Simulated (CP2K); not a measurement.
The C K edge of tetramethoxysilane was computed by TDDFT (CP2K XAS_TDP, aug-pc-1, TDA) at these levels: BHandHLYP, PBEh(45%) and PBEh(45%) + GW2X. The first three lines of C1 (bonded to O and 3 H) with a strength over 0.0015, energy in eV and strength:

| run | first | second | third |
| --- | --- | --- | --- |
| 1 | 284.70 (0.033) | 285.04 (0.005) | 285.67 (0.021) |
| 2 | 291.12 (0.032) | 291.46 (0.005) | 292.09 (0.021) |
| 3 | 286.55 (0.040) | 287.74 (0.029) | 287.80 (0.028) |

Which run is which?

Run 1: PBEh(45%) (45 % exact exchange). Run 2: PBEh(45%) + GW2X (45 % exact exchange). Run 3: BHandHLYP (50 % exact exchange). Self-interaction lifts the core level, so the uncorrected lines rise with the share of exact exchange. The GW2X run keeps the spacings of its parent: 0.34 eV between the first two lines in run 2, 0.34 eV in run 1. Its shift is +6.42 eV, since the Kohn–Sham level at this share of exchange lies that far above the quasiparticle level.

[Hosts, paths, dates, database ids (printed as entryN), source tags and the programs' standing remarks are cut or masked in the printed files.]
